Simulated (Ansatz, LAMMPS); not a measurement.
# Zn39S26Se13 with crystalline order left by the classical run (78 atoms): geometry optimisation

Aim: bring Zn39S26Se13 with crystalline order left by the classical run (78 atoms) to a nearby minimum of the energy and see what moves.

Method: Kohn-Sham DFT, PBE, PAW (set soft_2), plane waves, in Ansatz 0.2.0.

Report form: the programs' logs are mostly left out.

## 1. Starting point

The cell holds 78 atoms: 39 Zn, 26 S and 13 Se. Cell: a = 11.800 Å, b = 11.800 Å, c = 11.800 Å, α = 90.0°, β = 90.0°, γ = 90.0°. 78 atoms (39 Zn, 26 S, 13 Se) placed at random at 4.46 g/cm³, melted at 2500 K for 10 ps at fixed volume with the Stillinger-Weber II-VI potential (Zhou et al., Phys. Rev. B 88, 085309 (2013)). Quenched from 2500 K to 300 K at 10 K/ps and fixed volume, held 5 ps, then minimised at fixed cell.

Limits known from the start: The quench rate of 10 K/ps is orders of magnitude faster than experiment, which tends to freeze in extra defects. The network of bonds at the start is that of the classical potential that made the cell. The Brillouin zone is sampled at Γ only, in a cell whose shortest periodic width is 12 Å.

## 2. Making the structure

A classical potential supplies the starting structure, since it reaches far longer times than DFT.

This step: classical MD, Stillinger-Weber II-VI potential (Zhou et al., Phys. Rev. B 88, 085309 (2013)) (LAMMPS 22 Jul 2025 - Update 4).

in.lmp reads:

```
# melt-quench of Zn39S26Se13
units metal
atom_style atomic
boundary p p p
region box block 0 11.8000 0 11.8000 0 11.8000
create_box 3 box
mass 1 65.3800   # Zn
mass 2 32.0600   # S
mass 3 78.9710   # Se
create_atoms 1 random 39 426335 NULL overlap 1.99 maxtry 2000
create_atoms 2 random 26 426342 NULL overlap 1.99 maxtry 2000
create_atoms 3 random 13 426349 NULL overlap 1.99 maxtry 2000
pair_style sw
pair_coeff * * CdTeZnSeHgS0.sw Zn S Se
neigh_modify delay 0 every 1 check yes
thermo_style custom step time temp pe press density
thermo_modify norm yes
timestep 0.001
thermo 100
min_style cg
minimize 1e-4 1e-4 200 2000
reset_timestep 0
velocity all create 2500 426336 mom yes dist gaussian
fix lim all nve/limit 0.05
fix lan all langevin 2500 2500 0.1 426337 zero yes
thermo 500
run 1000 post no
unfix lim
unfix lan
thermo 1666
fix md all nvt temp 2500 2500 0.1
run 10000 post no
unfix md
thermo 22000
fix md all nvt temp 2500 300 0.1
run 220000 post no
unfix md
thermo 2500
fix md all nvt temp 300 300 0.1
run 5000 post no
unfix md
thermo 100
min_style cg
minimize 0 1e-3 2000 20000
write_dump all custom glass.dump id type xs ys zs modify sort id
```

Command:

```sh
$ lmp -in in.lmp -log none -nocite
```

Elapsed: 36 s, on 1 thread of Arm Neoverse V2, shared host; peak memory 0.07 GiB.

## 3. Single point at the start

The forces at the start show how far the geometry lies from a minimum of this functional.

input.yaml reads:

```yaml
crystal:
  lattice:
    - [11.8, 0.0, 0.0]
    - [0.0, 11.8, 0.0]
    - [0.0, 0.0, 11.8]
  atoms:
    - { symbol: Zn, position: [0.15999, 0.40759, 0.35249] }
    - { symbol: Zn, position: [0.34994, 0.40203, 0.93453] }
    - { symbol: Zn, position: [0.56248, 0.65616, 0.03712] }
    - { symbol: Zn, position: [0.86577, 0.15397, 0.94487] }
    - { symbol: Zn, position: [0.25076, 0.65126, 0.14125] }
    - { symbol: Zn, position: [0.75094, 0.1541, 0.63671] }
    - { symbol: Zn, position: [0.95966, 0.15132, 0.23914] }
    - { symbol: Zn, position: [0.95884, 0.89636, 0.73894] }
[... 66 atom lines left out ...]
    - { symbol: Se, position: [0.20742, 0.77769, 0.48916] }
    - { symbol: Se, position: [0.80834, 0.02896, 0.79078] }
    - { symbol: Se, position: [0.70787, 0.27832, 0.99061] }
    - { symbol: Se, position: [0.50728, 0.52711, 0.88543] }
kpoints:
  mp_grid: { grid: [1, 1, 1] }
hamiltonian:
  xc: pbe
scf:
  occupations: { method: gaussian, width: 0.05 }
output:
  forces: true
  stress: true
  populations: true
  dos:
    method: { smearing: { sigma: 0.1 } }
    de: 0.1
    projected: { site_lists: { S: [S], Se: [Se], Zn: [Zn] } }
  eigenvalues: true
```

Command:

```sh
$ ansatz run input.yaml --threads 4 --pin off --max-ram 8192MiB --backend cpu --events-out ev --progress --plain --runs-dir out
```

Wall time 51 s (4 threads of Arm Neoverse V2, shared host); peak memory 2.4 GiB.

Read from the output:

```
free energy                             : -224046.2258 eV
free energy per atom                    : -2872.3875 eV/atom
SCF cycles                              : 25
pressure                                : 0.8856 GPa
r.m.s. force component                  : 0.2935 eV/Å
longest force                           : 1.684 eV/Å
Fermi energy                            : 6.343 eV
levels partly filled by over 2 per cent : 2
spilling of the projection              : 0.009466
```

The r.m.s. force component of 0.29 eV/Å and the pressure of 0.89 GPa set the starting point.

Neighbours are counted within 2.83 Å (Zn-S), 2.88 Å (Zn-Se).

Length of the force by element and coordination:

```
element  coordination  atoms  mean length of the force (eV/Å)  spread   least   most
      S           all     26                            0.467   0.449  0.0497   1.68
      S             3      4                             1.44   0.141    1.33   1.68
      S             4     22                            0.290   0.175  0.0497  0.643
     Se           all     13                            0.165   0.095  0.0699  0.413
     Zn           all     39                            0.382   0.281   0.088   1.05
     Zn             3      4                            0.748   0.194   0.524   1.05
     Zn             4     35                             0.34   0.258   0.088  0.814
```

## 4. Relaxation

The atoms are relaxed in the fixed cell, aiming at the force tolerance of the input.

input.yaml, the sections that differ from step 3:

```yaml
output:
  forces: true
relax:
  f_tol: 0.03
  max_steps: 119
# crystal, kpoints, hamiltonian, scf: as in step 3
```

It took 2.3 min on 4 threads; peak memory 2.4 GiB; 8.8 min of CPU time.

Step by step:

```
step  energy less that of the first step (eV)  largest force component (eV/Å)
   1                                   0.0000                          1.3478
   2                                  -1.1686                          0.9594
   3                                  -2.1482                          0.6572
   4                                  -2.5562                          0.3377
   5                                  -2.7232                          0.1771
   6                                  -2.7698                          0.0851
   7                                  -2.7751                          0.0463
   8                                  -2.7799                          0.0223
```

The atoms that moved most (Å):

```
atom      dx      dy      dz  length
Zn11   0.536  -0.399  -0.168   0.689
Zn15  -0.173   0.392  -0.499   0.657
 Zn7  -0.463  -0.382   0.163   0.622
 Zn1   0.174   0.315   0.441   0.569
 S48  -0.161  -0.271  -0.421   0.526
 S59  -0.198   0.159   0.070   0.264
 S54   0.167   0.118  -0.081   0.220
 S58   0.051  -0.118   0.109   0.168
```

The relaxation changed the energy by -35.6 meV/atom, and atoms moved by 0.17 Å r.m.s., 0.69 Å at most.

## 5. Structure statistics after relaxation

Bonds before and after, by the cutoffs listed below:

```
 pair  bonds before  bonds after  mean before (Å)  mean after (Å)  spread before (Å)  spread after (Å)
 Zn-S           100          100            2.367           2.337              0.020             0.043
Zn-Se            52           52            2.438           2.442              0.009             0.025
```

Density 4.46 g/cm³, 21.06 Å³ an atom.

Pair distribution functions g(r), in bins of 0.2 Å:

```
r (Å)  total  Zn-Zn  Zn-S  Zn-Se   S-S  S-Se  Se-Se
 2.20   0.88   0.00  2.64   0.00  0.00  0.00   0.00
 2.40   4.95   0.00  9.21  11.26  0.00  0.00   0.00
 2.60   0.00   0.00  0.00   0.00  0.00  0.00   0.00
 2.80   0.00   0.00  0.00   0.00  0.00  0.00   0.00
 3.00   0.00   0.00  0.00   0.00  0.00  0.00   0.00
 3.20   0.04   0.17  0.00   0.00  0.00  0.00   0.00
 3.40   0.09   0.36  0.00   0.00  0.00  0.00   0.00
 3.60   0.86   2.16  0.05   0.00  1.60  1.00   0.59
 3.80   2.24   4.08  0.17   0.00  4.57  5.01   3.22
 4.00   3.14   5.25  0.08   0.08  6.68  7.21   8.86
 4.20   0.57   0.75  0.75   0.71  0.00  0.11   0.00
 4.40   2.13   0.05  3.98   4.77  0.00  0.00   0.00
 4.60   0.84   0.04  1.83   1.35  0.00  0.00   0.00
 4.80   1.12   0.15  2.13   2.19  0.00  0.00   0.00
 5.00   0.30   0.38  0.37   0.32  0.23  0.07   0.00
 5.20   0.69   1.01  0.17   0.10  1.35  1.33   2.28
 5.40   0.41   0.83  0.02   0.09  0.80  0.81   0.27
 5.60   0.23   0.25  0.41   0.16  0.06  0.00   0.00
 5.80   1.03   0.48  1.53   1.65  0.40  0.62   0.23
```

Bonds by pair of elements; cutoffs follow the first minimum of g(r), held within bounds set by covalent radii, and pairs that aren't listed don't count as bonded:

```
pair A-B  cutoff (Å)  bonds  mean length (Å)  spread (Å)  shortest (Å)  B about A  A about B
    Zn-S        2.83    100             2.34       0.043          2.21       2.56       3.85
   Zn-Se        2.88     52             2.44       0.025          2.35       1.33          4
```

How many atoms have how many bonded neighbours:

```
element  mean  3   4
      S  3.85  4  22
     Se     4  0  13
     Zn  3.90  4  35
```

Bond angles (no mean is given where the spread exceeds 20°):

```
   angle  count  mean (°)  spread (°)
 Zn-S-Zn    144       109         6.8
 S-Zn-Se    104       109         5.6
  S-Zn-S     93       112         5.5
Zn-Se-Zn     78       109           5
Se-Zn-Se     25       107         4.4
```

Bond length by coordination (bonds to H left out):

```
element  coordination  atoms  mean bond length (Å)
      S             3      4                  2.27
      S             4     22                  2.35
     Zn             3      4                  2.28
     Zn             4     35                  2.38
```

Rings of the network by King's shortest-path rule, up to 12 atoms, one path for each pair of neighbours; H, halogens, alkali and alkaline-earth atoms are left out, and the last column divides by all other atoms, bonded or not:

```
ring size (atoms)  rings  per network atom
                6    136              1.74
```

First main peaks of g(r), for some of the pairs, lie near 3.9 Å (Zn-Zn), 2.3 Å (Zn-S), 2.4 Å (Zn-Se), 3.9 Å (S-S), 3.9 Å (S-Se) and 4.0 Å (Se-Se). With the cutoffs above, 85 % of S atoms have 4, all Se atoms have 4 and 90 % of Zn atoms have 4 bonded neighbours. The Zn-S-Zn angle averages 109° with a spread of 7°. All rings counted have 6 atoms.

## 6. Single point at the relaxed geometry

One more single point at the end of the walk gives the fuller output and checks the residual forces.

input.yaml reads:

```yaml
crystal:
  lattice:
    - [11.8, 0.0, 0.0]
    - [0.0, 11.8, 0.0]
    - [0.0, 0.0, 11.8]
  atoms:
    - { symbol: Zn, position: [0.17473, 0.43425, 0.38987] }
    - { symbol: Zn, position: [0.34907, 0.3935, 0.92851] }
    - { symbol: Zn, position: [0.56049, 0.6521, 0.03608] }
    - { symbol: Zn, position: [0.86371, 0.15539, 0.94333] }
    - { symbol: Zn, position: [0.25183, 0.64848, 0.14253] }
    - { symbol: Zn, position: [0.74881, 0.15551, 0.63802] }
    - { symbol: Zn, position: [0.92041, 0.11893, 0.25293] }
    - { symbol: Zn, position: [0.96034, 0.89561, 0.74035] }
[... 66 atom lines left out ...]
    - { symbol: Se, position: [0.20874, 0.77475, 0.48993] }
    - { symbol: Se, position: [0.80899, 0.02809, 0.79104] }
    - { symbol: Se, position: [0.70679, 0.27927, 0.99077] }
    - { symbol: Se, position: [0.5035, 0.52635, 0.88473] }
kpoints:
  mp_grid: { grid: [1, 1, 1] }
hamiltonian:
  xc: pbe
scf:
  occupations: { method: gaussian, width: 0.05 }
output:
  forces: true
  stress: true
  populations: intrinsic
  dos:
    method: { smearing: { sigma: 0.1 } }
    de: 0.1
    projected: { site_lists: { S: [S], Se: [Se], Zn: [Zn] } }
  eigenvalues: true
  write_density: true
  write_potential: true
  volumetric_format: npy
  elf: true
```

It took 35 s on 4 threads; peak memory 2.4 GiB; 2.3 min of CPU time.

The run gave:

```
free energy                                      : -224049.0057 eV
free energy per atom                             : -2872.4232 eV/atom
SCF cycles                                       : 10
pressure                                         : 2.27 GPa
r.m.s. force component                           : 0.00511 eV/Å
longest force                                    : 0.02848 eV/Å
Fermi energy                                     : 6.97 eV
gap (highest filled to lowest empty level) : 1.475 eV
```

Intrinsic-atomic-orbital charges by element and coordination:

```
element  coordination  atoms  mean charge (e)  spread  least   most
      S           all     26            -1.24   0.014  -1.26  -1.19
      S             3      4            -1.22  0.0256  -1.26  -1.19
      S             4     22            -1.24  0.0071  -1.26  -1.22
     Se           all     13            -1.23  0.0082  -1.25  -1.22
     Zn           all     39             1.24  0.0112   1.19   1.26
     Zn             3      4             1.22  0.0161   1.19   1.24
     Zn             4     35             1.24  0.0073   1.23   1.26
```

Density of states as counts of states in windows of 1 eV (from the Fermi level), total and the larger projections:

```
from (eV)  to (eV)  total   Zn d   S p  Se p  Zn s   S s
      -14      -13   61.4    2.1   0.2   0.1   6.6  34.0
      -13      -12   14.4    0.7   0.1   0.0   0.6   8.8
      -12       -9    0.0    0.0   0.0   0.0   0.0   0.0
       -9       -8    0.9    0.8   0.1   0.0   0.0   0.0
       -8       -7  266.2  244.8  13.4   4.7   2.6   0.3
       -7       -6  125.6  118.3   2.7   1.2   1.8   0.9
       -6       -5   52.5    7.9  20.5   9.5  12.2   1.3
       -5       -4   26.4    3.2  13.7   5.4   2.3   0.8
       -4       -3   43.7    3.6  26.7   9.0   1.8   0.7
       -3       -2   71.1    5.1  39.4  22.3   1.1   0.3
       -2       -1   33.7    2.2  16.6  13.4   0.3   0.1
       -1        0    4.0    0.3   2.1   1.5   0.0   0.0
        0        1    2.0    0.0   0.1   0.0   1.2   0.4
        1        2    2.0    0.0   0.0   0.0   0.0   0.0
        2        3   37.4    0.2   4.9   2.3  14.3   1.4
        3        4   42.8    0.1   4.9   2.7  13.1   1.1
        4        5   39.9    0.1   3.3   1.9   7.1   0.2
```

Between -26 and -14 eV lie 2 more states.

About 130 of the 832 electrons lie in deeper levels, below the stored range.

The levels nearest the highest filled one (over half full), pooled over k-points and spins:

```
level less the highest filled one (eV)  occupation
                                -0.630           2
                                -0.511           2
                                -0.457           2
                                -0.423           2
                               -0.0771           2
                                     0           2
                                  1.47           0
                                  2.31           0
                                  2.91           0
                                  2.94           0
                                  3.04           0
                                  3.14           0
```

Valence density in the bc plane at fractional x = 0.303, with atoms of Zn and S and Se within 0.2 Å of it. It is the smooth field of the valence electrons, not physical close to the nuclei.

Ten steps, logarithmic in the rise over the least value, from '0' (0 e/Å³) to '9' (25 e/Å³), each cell a mean:
```
111000000001332111110000000123321
110000000012453211100000000134421
000000001112332100000000111122211
000000112332210000000001233221100
000000123233210000000012322321000
000000123233200000000012323321000
000000123332100000000001233221110
000000001111000000000000111124431
110000000000000011100000000136642
110000000000000111110000000123421
110000000000000011110000011111111
000011111110000000001111111100000
000123222110000000001222211100000
001123221100000000011221111000000
222111110000000111111111000000001
664210000000001233321100000000123
997310000000001232232100000000125
775210000000001233332100000000124
232211000000000122321110000000012
112454210000000001112321100000000
013797311110000000013432111000000
012676311110000000012221111100000
011221111110000001110111111100000
111100000000111111110000000011111
```
Columns run along b (11.8 Å), rows up along c (11.8 Å). Atoms in or near the plane, at fractional coordinates: Zn at (0.13, 0.13), S at (0.53, 0.29), S at (0.29, 0.78), S at (0.78, 0.79), Se at (0.02, 0.30).

ELF in the bc plane at fractional x = 0.303, with atoms of Zn and S and Se within 0.2 Å of it. It is the smooth field of the valence electrons, not physical close to the nuclei.

Ten even steps from '0' (0.00) to '9' (0.91), each cell a mean:
```
665310000111111368763100011121124
443200001221101246542000112210112
221001245653111112210013576421112
000002578887421100000147889963111
000013786359851000000268723885200
000013785149961000000268734885200
100002578899840000000147889852111
211000247898410123210013466421111
343200001221002577641000011110012
565310000100004899862000122211112
555311124542003799852113566521123
232211246774100356532124777742111
011121136764200011111123687641000
333211124542100112211112466420012
787421123321012467752111232100246
778852111000025788897311000001578
226873100000037861388520000003687
557863100000037874598510000002677
787532111110014789984211110001367
543111124542001355531111233200023
121000136775200001111112466420000
221000147876300011211112577631001
443222246775211256532113566531113
665321123432112478763111344321125
```
Columns run along b (11.8 Å), rows up along c (11.8 Å). Atoms in or near the plane, at fractional coordinates: Zn at (0.13, 0.13), S at (0.53, 0.29), S at (0.29, 0.78), S at (0.78, 0.79), Se at (0.02, 0.30).

Mean intrinsic-atomic-orbital charges: S -1.24, Se -1.23, Zn +1.24 e. The largest share in the top eV of filled states is S p (52 % of the projected weight), and in the lowest eV of empty states Zn s (62 % of the projected weight).

The surroundings of Zn7, which has 3 bonded neighbours where the commonest count for Zn is 4, nearest first, numbered as they follow in the input and with coordinates relative to it.

```
atom      x      y      z  distance (Å)  bonds  intrinsic-atomic-orbital charge (e)
 Zn7   0.00   0.00   0.00          0.00      3                                 1.22
 S43   0.99  -1.17   1.65          2.25      4                                -1.23
 S56  -0.19  -1.14  -1.94          2.26      4                                -1.24
 S47  -1.23   1.86   0.44          2.27      4                                -1.23
Zn13  -3.09   0.45   1.06          3.30      4                                 1.24
Zn26  -1.97  -2.56  -1.30          3.49      4                                 1.25
Zn18  -0.79  -2.59   2.28          3.54      4                                 1.25
Zn22   1.66   0.42   3.27          3.69      4                                 1.24
 Zn4  -0.67   0.43  -3.65          3.74      4                                 1.24
 S40  -3.66  -1.04  -0.69          3.87      4                                -1.25
 S64  -2.49  -1.04   2.77          3.87      4                                -1.25
Zn17   2.71  -2.63   0.99          3.90      4                                 1.24
Zn34   1.52  -2.67  -2.49          3.95      4                                 1.25
Zn36  -1.85   3.35  -1.29          4.04      4                                 1.24
Zn25  -0.66   3.35   2.21          4.07      4                                 1.24
```

The column of bonds counts only the pairs Zn-S within 2.83 Å, Zn-Se within 2.88 Å; other neighbours, such as metal atoms beside each other in a compound, aren't counted, and periodic images can show an atom twice.

## 7. Results

| Item | Value |
| --- | --- |
| energy change in the relaxation | -35.64 meV/atom |
| r.m.s. displacement | 0.173 Å |
| largest displacement | 0.689 Å |
| free energy per atom | -2872.4232 eV/atom |
| pressure | 2.27 GPa |
| r.m.s. force component | 0.00511 eV/Å |
| gap (highest filled to lowest empty level) | 1.475 eV |
| wall time of the 3 DFT runs | 3.7 min |

Relaxation lowers the energy by 35.6 meV/atom and moves atoms by 0.17 Å r.m.s.; the r.m.s. force component goes from 0.29 to 0.0051 eV/Å, the pressure goes from 0.89 to 2.3 GPa. By the final cutoffs no bond was broken or made. First to last step the energy falls by 2.780 eV; the largest move, 0.69 Å, is that of Zn11. The Zn-S bonds change most in mean length: from 2.367 Å (spread 0.020) to 2.337 Å (spread 0.043). With the cutoffs above, 85 % of S atoms have 4, all Se atoms have 4 and 90 % of Zn atoms have 4 bonded neighbours. Between filled and empty levels lie 1.47 eV (at Γ alone); a semilocal functional tends to put such gaps too low. In a disordered cell it changes from sample to sample, and tail or defect levels can set it.

Caveats: The starting topology of bonds comes from the classical model; DFT moved the atoms only locally, and no bond changed. The stress is far from hydrostatic: its diagonal is 3.9, -0.8, 3.8 GPa, compression counted positive. The pressure of 2.3 GPa means that a free cell would grow at this level.

[Logs are printed without paths, hosts, clocks, repeated set-up lines and the standing remarks that a program may print on its own settings, such as how far it seeks lower states.]

[Hosts, paths, dates, database ids (printed as entryN), source tags and the programs' standing remarks are cut or masked in the printed files.]
